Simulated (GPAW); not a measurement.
# Polarising TaGe2P4 monolayer with a field along the normal

The dipole of the cell at several fields, atoms fixed. What does the strongest field give, and what length does the slope stand for?

Set-up. GPAW 26.7.0, plane waves (400 eV), PAW setups, PBE, 9×9 mesh, a dipole layer in the vacuum; geometry relaxed without an applied field with GPAW. The cell's area is 11.35 Å², and e/ε0 = 180.95 V Å.

Results, with one row withheld:

```tsv
field (V/Å)	dipole (e Å)
−0.2	−0.1477
−0.1	−0.0739
−0.05	−0.0369
0.05	0.0369
0.1	0.0739
0.2	0.1477
0.3	?
```

Q: What is the dipole at 0.3 V/Å?

A: A line through the 6 points has the slope α = 0.739 e Å per V/Å and the intercept p₀ = −0.0000 e Å (r.m.s. residual 3.1e−05). At 0.3 V/Å it gives p = −0.0000 + 0.739 × 0.3 = 0.2216 e Å; the run gives 0.2216 e Å, so the response stays linear to 0.0 % of the induced part. Dividing by ε0 and the area: α/(ε0 A) = 0.739 × 180.95 / 11.35 = 11.78 Å, against 9.73 Å between the outer nuclei.

**Limits.** This is the electronic response alone; ions that move would add to it in polar layers. Spin-polarised runs started from parallel moments; another order may lie lower. Spin-orbit coupling is left out, which matters for the heavier atoms here.

[Logs are printed without paths, hosts, clocks, repeated set-up lines and the standing remarks that a program may print on its own settings, such as how far it seeks lower states.]
